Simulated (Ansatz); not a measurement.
# SmTl2Ge2: relaxing a made-up structure

This structure for SmTl2Ge2 is made up. Its elements were placed in a known structure type with a cell scaled to their sizes. What cell does the guess relax to, and how far off was it?

Program: Ansatz 0.2.0. Level of theory: DFT, PBEsol, plane-wave PAW, default files, scalar-relativistic, ferromagnetic start, cell and ions relaxed at zero pressure, in the first sound run; inputs show where later runs differ. Results are calculated unless marked as measured.

In doubt: a part-filled 4f shell, where there is one, can sit in one of many states, so energies may not be the lowest and differences between runs may mislead; derivatives with an open 4f shell can jump between states, which bears on forces and vibrations.

### Step 1. The starting structure

Symmetry: I4/mmm, No. 139, tetragonal system. The conventional cell has a = 4.469 Å, b = 4.469 Å, c = 11.624 Å, α = 90.00°, β = 90.00°, γ = 90.00°. Tl has 4 Ge at 2.67 Å and 4 Tl at 3.16 Å and 4 Sm at 3.67 Å nearest. Sm has 8 Ge at 3.48 Å and 8 Tl at 3.67 Å nearest. Ge has 4 Tl at 2.67 Å and 1 Ge at 2.90 Å and 4 Sm at 3.48 Å nearest. Farther neighbours are not listed.

### Step 2. Relaxing cell and atoms

The guess takes its coordinates from another compound and its volume from a rule, so the cell and any free coordinates are relaxed together.

input.yaml

```yaml
crystal:
  lattice:
    - [-2.2345, 2.2345, 5.812]
    - [2.2345, -2.2345, 5.812]
    - [2.2345, 2.2345, -5.812]
  atoms:
    - { symbol: Tl, position: [0.25, 0.75, 0.5] }
    - { symbol: Tl, position: [0.75, 0.25, 0.5] }
    - { symbol: Sm, position: [0.0, 0.0, 0.0], spin: 5.0 }
    - { symbol: Ge, position: [0.6246, 0.6246, 0.0] }
    - { symbol: Ge, position: [0.3754, 0.3754, 0.0] }
magnetization:
  spin_polarized: true
kpoints:
  mp_grid: { grid: [8, 8, 8] }
scf:
  occupations: { method: fermi_dirac, width: 0.05 }
hamiltonian:
  xc: pbesol
  pseudopotentials: { kind: paw }
relax:
  f_tol: 0.015
  max_steps: 70
  cell: {}
output:
  forces: true
  stress: true
```

Run with:

```sh
> ansatz run input.yaml --threads 4 --pin off --max-ram 10240MiB --backend cpu --events-out ev --progress --plain --runs-dir out
```

Numbers of over 12 decimals in the logs are rounded to 6 here.

The program printed:

```text
Warning: where an SCF of this run starts from atoms to list the orders of its open shells, Sm (site 2, from 0) starts with 5.22 μB on its 4f shell, in the place of the 5.00 μB that the deck gives it: an open f shell starts with all that it can hold by Hund's first rule. To start from spheres of the given moment, type scf.initial_density.shell_occupations: []
basis.fft_grid_basis auto: the FFT boxes are laid along the combinations [[1, 0, 1], [0, 1, 1], [0, 0, 1]] of the cell's own vectors, 4.469, 4.469 and 6.616 Å long. The dense box has 30×30×45 points. Along the cell's own vectors, as sized, it would have 45×45×45, 2.25 times as many. Of the 16 symmetry operations that the crystal satisfies within crystal.symmetry.tolerance (time reversal apart; of a slab, those that k [...]
Engine: ansatz 0.2.0, x86_64-unknown-linux-gnu
Pseudopotentials: kind: paw
Pseudopotential: Tl, paw, valence charge 13, recommended cutoff 420 eV (normal), Tl.paw.azcp
Pseudopotential: Sm, paw, valence charge 16, recommended cutoff 420 eV (normal), Sm.paw.azcp
Pseudopotential: Ge, paw, valence charge 14, recommended cutoff 420 eV (normal), Ge.paw.azcp
Functional definition: PBEsol
  exchange = pbesol_x
  correlation = pbesol_c
Crystal: 5 atoms, lattice volume = 116.077 Å³
Basis set: ecut = 420 eV, 2299 PW (Γ), FFT grids on a1+a3, a2+a3, a3, exchange–correlation on 60×60×90 points (8 copies of the dense FFT grid, shifted against one another)
Bands: 45, of which v1, the nominal top of the filled ones, is band 35 counted from 1 (34 counted from 0)
Symmetry: 16 space group operations
Space group: I4/mmm (ITA 139), of the structure as read, at distance tolerance 4.9e-5 Å
Magnetic group: BNS 139.531 (UNI 1191), of the structure as read, at distance tolerance 4.9e-5 Å
k-points: 59 of 512
Non-local potential: Tl, projectors of the file, l = 0: 2, l = 1: 2, l = 2: 2, l = 3: 1
Non-local potential: Sm, projectors of the file, l = 0: 3, l = 1: 2, l = 2: 2, l = 3: 3
Non-local potential: Ge, projectors of the file, l = 0: 2, l = 1: 2, l = 2: 3, l = 3: 1
PAW form: soft (Blöchl's): semilocal exchange-correlation on the pseudo side does not see the compensation charge
PAW frozen core: Tl, regenerated for the run's functional, and the local potential with it (the file was generated under x = pbe(κ = 0.804, μ = 0.219515), c = pbe(β = 0.066725))
PAW frozen core: Sm, regenerated for the run's functional, and the local potential with it (the file was generated under x = pbe(κ = 0.804, μ = 0.219515), c = pbe(β = 0.066725))
PAW frozen core: Ge, regenerated for the run's functional, and the local potential with it (the file was generated under x = pbe(κ = 0.804, μ = 0.219515), c = pbe(β = 0.066725))
PAW one-centre angular grid: Tl, 590 points (default); XC on 64 Gauss nodes
PAW one-centre angular grid: Sm, 590 points (default); XC on 64 Gauss nodes
PAW one-centre angular grid: Ge, 590 points (default); XC on 64 Gauss nodes
Initial density: superposition of atomic densities (chi_scale 0.1, normalization cell, long waves kept (reshape's long-wave potential 0.01 eV rms))
Starting moments: Σ|m| = 5 μB on 1 of 5 sites
Initial wavefunctions: pseudopotential atomic-orbital guess
Functional: x = pbesol(κ = 0.804, μ = 0.123457), c = pbesol(β = 0.046)
SCF iter   1: F=—  HF=-39242.426573 eV  |F-HF|=—  |Δ(HF+E_count)|=         —  Δρ=4.21e-2 (↑4.21e-2 ↓1.83e-2)  dr2=6.88e0  dr2_m=4.11e-1  M=5.859 μB ∫|m|=5.961 μB  β_m=0.30  ethr=3.10e-3  ⟨swp⟩=6.4  Hψ=20615  notcnv=0
Mixer restart at iter 1: flushing history
preconditioner: auto → Kerker (q_TF=auto, 2.508 Å⁻¹)  [metal: Δε(μ)=0.006 eV  Ē_g=15.228 eV  σ=0.050 eV  W_gap=0.03  n_scr=32 (ndim 8)  ℏωp=28.4 eV  f_vac=0.000  D(μ)=17.93/eV (n_scr^D=292)]
spin=Collinear: Kerker preconditioning applied to the charge; magnetization (m = ρ↑ − ρ↓) channel mixes plain (no charge-response kernel on spin).
SCF iter   2: F=—  HF=-39242.310348 eV  |F-HF|=—  |Δ(HF+E_count)|=   1.16e-1  Δρ=2.55e-2 (↑2.55e-2 ↓1.24e-2)  dr2=3.08e0  dr2_m=1.38e-1  M=5.809 μB ∫|m|=5.942 μB  β_m=0.48  ethr=3.10e-3  ⟨swp⟩=3.2  Hψ=9314  notcnv=0  defer=222
SCF iter   3: F=—  HF=-39242.440651 eV  |F-HF|=—  |Δ(HF+E_count)|=   1.30e-1  Δρ=1.19e-2 (↑1.19e-2 ↓4.80e-3)  dr2=6.35e-1  dr2_m=2.77e-2  M=5.874 μB ∫|m|=6.029 μB  β_m=0.57  ethr=3.10e-3  ⟨swp⟩=3.2  Hψ=10956  notcnv=0  defer=178
SCF iter   4: F=—  HF=-39242.601597 eV  |F-HF|=—  |Δ(HF+E_count)|=   1.61e-1  Δρ=3.37e-3 (↑3.37e-3 ↓2.38e-3)  dr2=7.27e-2  dr2_m=8.24e-4  M=5.946 μB ∫|m|=6.118 μB  β_m=0.72  ethr=9.07e-4  ⟨swp⟩=3.7  Hψ=12704  notcnv=0  defer=176
SCF iter   5: F=—  HF=-39242.607681 eV  |F-HF|=—  |Δ(HF+E_count)|=   6.08e-3  Δρ=1.18e-3 (↑1.17e-3 ↓1.18e-3)  dr2=1.00e-2  dr2_m=4.88e-5  M=5.964 μB ∫|m|=6.140 μB  β_m=0.77  ethr=1.04e-4  ⟨swp⟩=3.9  Hψ=12179  notcnv=0  defer=202
SCF iter   6: F=—  HF=-39242.605930 eV  |F-HF|=—  |Δ(HF+E_count)|=   1.75e-3  Δρ=6.06e-4 (↑6.06e-4 ↓5.57e-4)  dr2=1.66e-3  dr2_m=2.53e-5  M=5.959 μB ∫|m|=6.134 μB  β_m=0.76  ethr=1.43e-5  ⟨swp⟩=2.5  Hψ=10311  notcnv=0  defer=251
SCF iter   7: F=—  HF=-39242.605580 eV  |F-HF|=—  |Δ(HF+E_count)|=   3.50e-4  Δρ=3.19e-4 (↑3.19e-4 ↓1.68e-4)  dr2=1.78e-4  dr2_m=1.67e-5  M=5.951 μB ∫|m|=6.125 μB  β_m=0.88  ethr=2.37e-6  ⟨swp⟩=2.0  Hψ=9879  notcnv=0  defer=266
SCF iter   8: F=—  HF=-39242.605970 eV  |F-HF|=—  |Δ(HF+E_count)|=   3.89e-4  Δρ=2.11e-4 (↑2.11e-4 ↓5.76e-5)  dr2=1.24e-4  dr2_m=9.57e-6  M=5.944 μB ∫|m|=6.119 μB  β_m=0.94  ethr=2.54e-7  ⟨swp⟩=2.0  Hψ=9945  notcnv=0  defer=266
SCF iter   9: F=—  HF=-39242.606020 eV  |F-HF|=—  |Δ(HF+E_count)|=   5.02e-5  Δρ=3.19e-5 (↑3.19e-5 ↓1.86e-5)  dr2=4.52e-6  dr2_m=1.70e-7  M=5.943 μB ∫|m|=6.118 μB  β_m=0.97  ethr=1.77e-7  ⟨swp⟩=2.0  Hψ=9995  notcnv=0  defer=266
SCF iter  10: F=—  HF=-39242.605994 eV  |F-HF|=—  |Δ(HF+E_count)|=   2.61e-5  Δρ=3.15e-5 (↑3.15e-5 ↓9.30e-6)  dr2=2.24e-6  dr2_m=2.20e-7  M=5.943 μB ∫|m|=6.118 μB  β_m=0.87  ethr=6.46e-9  ⟨swp⟩=2.0  Hψ=9528  notcnv=0  defer=266
SCF iter  11: F=—  HF=-39242.605993 eV  |F-HF|=—  |Δ(HF+E_count)|=   8.50e-7  Δρ=1.54e-5 (↑1.54e-5 ↓3.46e-6)  dr2=3.71e-7  dr2_m=5.86e-8  M=5.943 μB ∫|m|=6.118 μB  β_m=0.94  ethr=3.20e-9  ⟨swp⟩=2.0  Hψ=9566  notcnv=0  defer=266
SCF iter  12: F=—  HF=-39242.605993 eV  |F-HF|=—  |Δ(HF+E_count)|=   4.51e-7  Δρ=4.78e-6 (↑4.78e-6 ↓9.10e-7)  dr2=8.67e-9  dr2_m=5.97e-9  M=5.943 μB ∫|m|=6.118 μB  β_m=0.97  ethr=5.30e-10  ⟨swp⟩=2.0  Hψ=9577  notcnv=0  defer=266
[...]
relax step   5: F+E_penalty+E_count = -39243.84522336 eV  Δ(F+E_penalty+E_count) = -2.599e-2 eV  max|allowed force component| = 1.227e-1 eV/Å  Δτ_max = 0.0324 Å  P = -0.504 GPa  Ω = 130.581 Å³  energy of the carried Pulay correction = -5.249e-3 eV  (13 SCF iters, dr2 threshold 5.00e-7 eV, accepted)
relax step   6: F+E_penalty+E_count = -39243.85051025 eV  Δ(F+E_penalty+E_count) = -5.287e-3 eV  max|allowed force component| = 5.601e-2 eV/Å  Δτ_max = 0.0092 Å  P = +0.207 GPa  Ω = 128.296 Å³  energy of the carried Pulay correction = -4.463e-3 eV  (14 SCF iters, dr2 threshold 5.00e-7 eV, accepted)
relax step   7: F+E_penalty+E_count = -39243.85145945 eV  Δ(F+E_penalty+E_count) = -9.492e-4 eV  max|allowed force component| = 8.874e-3 eV/Å  Δτ_max = 0.0078 Å  P = +0.004 GPa  Ω = 128.855 Å³  energy of the carried Pulay correction = -4.657e-3 eV  (11 SCF iters, dr2 threshold 1.96e-7 eV, accepted)
relax step   8: F+E_penalty+E_count = -39243.85153677 eV  Δ(F+E_penalty+E_count) = -7.732e-5 eV  max|allowed force component| = 5.493e-3 eV/Å  Δτ_max = 0.0031 Å  P = +0.011 GPa  Ω = 128.826 Å³  energy of the carried Pulay correction = -4.647e-3 eV  (14 SCF iters, accepted)
relax step   9: F+E_penalty+E_count = -39243.86042242 eV  Δ(F+E_penalty+E_count) = -8.886e-3 eV  max|allowed force component| = 4.452e-3 eV/Å  Δτ_max = 0.0000 Å  P = +0.102 GPa  Ω = 128.826 Å³  stress off target by 2.78e-1 GPa  SCF on the basis re-selected at this cell (its energy is not comparable with the rows above)  (12 SCF iters)
relax step  10: F+E_penalty+E_count = -39243.86114834 eV  Δ(F+E_penalty+E_count) = -7.259e-4 eV  max|allowed force component| = 3.328e-3 eV/Å  Δτ_max = 0.0061 Å  P = +0.025 GPa  Ω = 129.035 Å³  energy of the carried Pulay correction = -6.086e-5 eV  (12 SCF iters, dr2 threshold 1.93e-7 eV, accepted)
relax step  11: F+E_penalty+E_count = -39243.86115406 eV  Δ(F+E_penalty+E_count) = -5.718e-6 eV  max|allowed force component| = 3.196e-5 eV/Å  Δτ_max = 0.0010 Å  P = -0.001 GPa  Ω = 129.104 Å³  energy of the carried Pulay correction = -8.129e-5 eV  (12 SCF iters, dr2 threshold 9.20e-9 eV, accepted)
iter 1 solved again at ethr=7.83e-8 eV; its pass at ethr=3.10e-3 eV (dr2=5.48e-5 eV) is discarded
SCF iter   1: F=—  HF=-39243.861140 eV  |F-HF|=—  |Δ(HF+E_count)|=         —  Δρ=1.22e-4 (↑1.22e-4 ↓1.22e-4)  dr2=1.61e-6  dr2_m=4.04e-9  M=5.917 μB ∫|m|=5.982 μB  β_m=0.65  ethr=7.83e-8  ⟨swp⟩=3.5  Hψ=36893  notcnv=0
preconditioner: auto → Kerker (q_TF=auto, 2.464 Å⁻¹)  [metal: Δε(μ)=0.001 eV  Ē_g=15.848 eV  σ=0.050 eV  W_gap=0.01  n_scr=32 (ndim 8)  ℏωp=26.9 eV  f_vac=0.000  D(μ)=13.45/eV (n_scr^D=172)]
spin=Collinear: Kerker preconditioning applied to the charge; magnetization (m = ρ↑ − ρ↓) channel mixes plain (no charge-response kernel on spin).
SCF iter   2: F=—  HF=-39243.861234 eV  |F-HF|=—  |Δ(HF+E_count)|=   9.38e-5  Δρ=4.39e-5 (↑4.39e-5 ↓4.39e-5)  dr2=2.10e-7  dr2_m=8.48e-10  M=5.917 μB ∫|m|=5.982 μB  β_m=0.65  ethr=2.30e-9  ⟨swp⟩=1.5  Hψ=5451  notcnv=0
SCF iter   3: F=—  HF=-39243.861248 eV  |F-HF|=—  |Δ(HF+E_count)|=   1.36e-5  Δρ=5.13e-7 (↑5.13e-7 ↓3.85e-7)  dr2=4.20e-10  dr2_m=6.94e-11  M=5.917 μB ∫|m|=5.982 μB  β_m=0.59  ethr=3.00e-10  ⟨swp⟩=2.0  Hψ=7188  notcnv=0
SCF iter   4: F=—  HF=-39243.861247 eV  |F-HF|=—  |Δ(HF+E_count)|=   2.71e-7  Δρ=2.04e-7 (↑2.04e-7 ↓1.82e-7)  dr2=2.66e-10  dr2_m=6.25e-12  M=5.917 μB ∫|m|=5.982 μB  β_m=0.60  ethr=1.00e-12  ⟨swp⟩=2.4  Hψ=9847  notcnv=0
SCF iter   5: F=—  HF=-39243.861247 eV  |F-HF|=—  |Δ(HF+E_count)|=  1.46e-11  Δρ=1.13e-7 (↑1.13e-7 ↓9.36e-8)  dr2=5.37e-11  dr2_m=3.47e-12  M=5.917 μB ∫|m|=5.982 μB  β_m=0.59  ethr=1.00e-12  ⟨swp⟩=1.6  Hψ=5748  notcnv=0
SCF iter   6: F=—  HF=-39243.861247 eV  |F-HF|=—  |Δ(HF+E_count)|=    0.00e0  Δρ=7.69e-8 (↑7.69e-8 ↓4.44e-8)  dr2=1.70e-11  dr2_m=1.60e-12  M=5.917 μB ∫|m|=5.982 μB  β_m=0.80  ethr=1.00e-12  ⟨swp⟩=1.0  Hψ=5310  notcnv=0
SCF iter   7: F=—  HF=-39243.861247 eV  |F-HF|=—  |Δ(HF+E_count)|=  7.28e-12  Δρ=7.82e-8 (↑7.82e-8 ↓1.39e-8)  dr2=1.23e-11  dr2_m=1.50e-12  M=5.917 μB ∫|m|=5.982 μB  β_m=0.90  ethr=1.00e-12  ⟨swp⟩=1.0  Hψ=5310  notcnv=0
SCF iter   8: F=—  HF=-39243.861247 eV  |F-HF|=—  |Δ(HF+E_count)|=    0.00e0  Δρ=3.41e-8 (↑3.41e-8 ↓5.74e-9)  dr2=2.32e-12  dr2_m=3.18e-13  M=5.917 μB ∫|m|=5.982 μB  β_m=0.95  ethr=1.00e-12  ⟨swp⟩=1.0  Hψ=5310  notcnv=0
SCF iter   9: F=-39243.861247 eV  HF=-39243.861247 eV  |F-HF|=0.00e0  |Δ(HF+E_count)|=  2.18e-11  Δρ=5.03e-8 (↑5.03e-8 ↓3.91e-9)  dr2=3.35e-12  dr2_m=7.33e-13  M=5.917 μB ∫|m|=5.982 μB  ethr=1.00e-12  ⟨swp⟩=2.8  Hψ=15939  notcnv=0
SCF 12 converged in 9 iterations: F = -39243.861247 eV  dr2 = 3.35e-12
relax step  12: F+E_penalty+E_count = -39243.86124731 eV  Δ(F+E_penalty+E_count) = -9.325e-5 eV  max|allowed force component| = 4.594e-5 eV/Å  Δτ_max = 0.0000 Å  P = -0.002 GPa  Ω = 129.104 Å³  stress off target by 1.82e-3 GPa  SCF on the basis re-selected at this cell (its energy is not comparable with the rows above)  (9 SCF iters)
basis re-selected at this cell: Δ(F+E_penalty+E_count) = -9.325e-5 eV, ΔP = -0.001 GPa vs the last step (what re-selecting the basis moved, of the pressure what is left beyond the Pulay correction that the steps carried, after the strain that the cell walked since its last selection, with what the two solves' SCF thresholds leave and, on support functions, any second-order correction that the steps lacked; it is no m [...]
SCF converged after 9 iterations
Magnetization: 5.9167 μB (37.9583 up, 32.0417 down)
Absolute magnetization: 5.9820 μB (∫|ρ↑−ρ↓|, with the PAW one-centre terms)
Spin contamination: 0.1146 ħ² per cell (⟨S²⟩ above its minimum at these occupations)
Per-site moments (μB) at R_I (Å): [(0.00259116, 1.254041), (0.00259116, 1.254041), (5.745600, 1.385543), (-0.00761796, 0.991058), (-0.00761796, 0.991058)]
Free energy (F): -39243.861247 eV
Harris-Foulkes:  -39243.861247 eV  (|F-HF|=0.00e0)
Internal energy: -39243.751733 eV  (E = F + TS)
E sigma→0 (E₀):  -39243.806490 eV
Entropy (-TS):   -0.109514 eV (-21.903 meV/atom)
Fermi energy:    10.789955 eV
--- Per-component energies (eV) ---
  E_band       = -227.177594
  E_kinetic    = 1223.143431
  E_local      = -7977.145944  (includes V_loc(G=0)·N_el)
  E_nonlocal   = 1883.898492
  E_hartree    = 3318.811215
  E_xc         = -781.480664
  E_vxc        = -604.733210  (∫ρ·V_xc dr)
  E_paw        = -30121.059603  (= ΣΔE_a)
  E_vpaw       = -1389.963399  (= ΣTr[D̂ρ^β])
  E_aug_tail   = 0.000670  (compensation charges beyond the density's cutoff)
  E_ewald      = -6792.343492
  E_core_change = 2.424161  (= ΣΔE_core)
  E_smearing   = -0.109514  (= −TS)
  E_closure    = 0.000000  (closes the sum)
  Σ components = -39243.861247   (vs F -39243.861247, Δ=0.00e0)
--- Forces (eV/Å), atoms counted from 1 ---
  atom   1  Tl     0.00000000    -0.00000000    -0.00000000
  atom   2  Tl    -0.00000000     0.00000000     0.00000000
  atom   3  Sm     0.00000000     0.00000000     0.00000000
  atom   4  Ge     0.00000000     0.00000000    -0.00004594
  atom   5  Ge    -0.00000000     0.00000000     0.00004594
  max |Σ_I F_I| component: 1.39e-17 eV/Å
--- Stress (GPa, compression-positive) ---
       -0.001817      -0.000000      -0.000000
       -0.000000      -0.001817       0.000000
       -0.000000       0.000000      -0.000943
  P = ⅓ Tr σ = -0.0015 GPa (-0.015 kbar)
--- Relaxed structure (10 steps of the walk, 10 accepted, 2 SCFs on fresh bases) ---
  F+E_penalty+E_count = -39243.86124731 eV   max|allowed force component| = 4.594e-5 eV/Å   (the final SCF, on the basis selected at the relaxed cell)
  cell:  # Å, volume = 129.1038 Å³
    - [-2.218002, 2.218002, 6.560776]
    - [2.218002, -2.218002, 6.560776]
    - [2.218002, 2.218002, -6.560776]
  atoms:
    - { symbol: Tl, position: [0.250000, 0.75, 0.5] }
    - { symbol: Tl, position: [0.75, 0.250000, 0.5] }
    - { symbol: Sm, position: [8.357236291698308e-19, 8.357236291698312e-19, 0] }
    - { symbol: Ge, position: [0.591550, 0.591550, 0] }
    - { symbol: Ge, position: [0.408450, 0.408450, 0] }
```

Run time: 3.8 min. Hardware: 4 threads of Intel Xeon Platinum 8259CL at 2.50GHz (Skylake/Cascade Lake), shared host; peak memory 0.9 GiB; 14 min of CPU time.

Relaxation path:

| step | energy less that of the first step (eV) | largest force component (eV/Å) | pressure (GPa) | volume (Å³) |
| --- | --- | --- | --- | --- |
| 1 | 0.0000 | 2.6419 | 10.22 | 116.08 |
| 2 | -1.0079 | 0.8484 | 2.37 | 124.41 |
| 3 | -1.1343 | 0.3416 | 1.39 | 126.66 |
| 4 | -1.2132 | 0.1419 | -0.20 | 130.17 |
| 5 | -1.2392 | 0.1227 | -0.50 | 130.58 |
| 6 | -1.2445 | 0.0560 | 0.21 | 128.30 |
| 7 | -1.2455 | 0.0089 | 0.00 | 128.85 |
| 8 | -1.2455 | 0.0055 | 0.01 | 128.83 |
| 9* | -1.2544 | 0.0045 | 0.10 | 128.83 |
| 10 | -1.2552 | 0.0033 | 0.03 | 129.03 |
| 11 | -1.2552 | 0.0000 | 0.00 | 129.10 |
| 12* | -1.2553 | 0.0000 | 0.00 | 129.10 |

Relaxation steps marked * repeat the geometry before them on a plane-wave basis chosen anew for their cell, so energy and pressure can jump there.

The run keeps the 16 symmetry operations that it works with, so distortions that break them were not tested.

| cell as run | before | after | change |
| --- | --- | --- | --- |
| a (Å) | 6.616 | 7.272 | +9.9 % |
| b (Å) | 6.616 | 7.272 | +9.9 % |
| c (Å) | 6.616 | 7.272 | +9.9 % |
| α (°) | 140.52 | 144.48 | +2.8 % |
| β (°) | 140.52 | 144.48 | +2.8 % |
| γ (°) | 57.07 | 51.11 | -10.4 % |
| volume (Å³/atom) | 23.22 | 25.82 | +11.2 % |

The atoms that moved most (Å, as changes of fractional coordinates times the final cell):

| atom | dx | dy | dz | length |
| --- | --- | --- | --- | --- |
| Ge5 | 0.000 | 0.000 | 0.434 | 0.434 |
| Ge4 | 0.000 | 0.000 | -0.434 | 0.434 |

The relaxed structure:

```cif
data_structure
_symmetry_space_group_name_H-M 'P 1'
_symmetry_Int_Tables_number 1
_cell_length_a 7.2721
_cell_length_b 7.2721
_cell_length_c 7.2721
_cell_angle_alpha 144.483
_cell_angle_beta 144.483
_cell_angle_gamma 51.105
_cell_volume 129.10
loop_
_atom_site_label
_atom_site_type_symbol
_atom_site_fract_x
_atom_site_fract_y
_atom_site_fract_z
_atom_site_occupancy
Tl1 Tl 0.25000 0.75000 0.50000 1
Tl2 Tl 0.75000 0.25000 0.50000 1
Sm3 Sm 0.00000 0.00000 0.00000 1
Ge4 Ge 0.59155 0.59155 0.00000 1
Ge5 Ge 0.40845 0.40845 0.00000 1
```

Numbers from this step:

```yaml
free_energy: -39243.8612 eV
energy_at_zero_smearing: -39243.8065 eV
smearing_term_ts: 0.1095 eV
fermi_energy: 10.79 eV
magnetization: 5.917 μB
absolute_magnetization: 5.982 μB
site_moments: 0.002591, 0.002591, 5.746, -0.007618, -0.007618 μB
electrons: 70
symmetry_operations: 16
pressure: -0.001526 GPa
```

Site moment by atom:

| atom | site moment (μB) |
| --- | --- |
| Tl1 | 0.00 |
| Tl2 | 0.00 |
| Sm3 | 5.75 |
| Ge4 | -0.01 |
| Ge5 | -0.01 |

Shortest distances by pair of elements, guess and relaxed (not always the same contact):

| pair | guess (Å) | relaxed (Å) |
| --- | --- | --- |
| Ge–Ge | 2.897 | 2.403 |
| Ge–Tl | 2.668 | 3.040 |
| Tl–Tl | 3.160 | 3.137 |
| Ge–Sm | 3.476 | 3.359 |
| Sm–Tl | 3.666 | 3.960 |

The relaxation ends with a largest force component of 4.6e-5 eV/Å and a pressure of 0.00 GPa.

(Part 1 of 2 ends here.)

[Logs are printed without paths, hosts, clocks, repeated set-up lines and the standing remarks that a program may print on its own settings, such as how far it seeks lower states.]

[Hosts, paths, dates, database ids (printed as entryN), source tags and the programs' standing remarks are cut or masked in the printed files.]
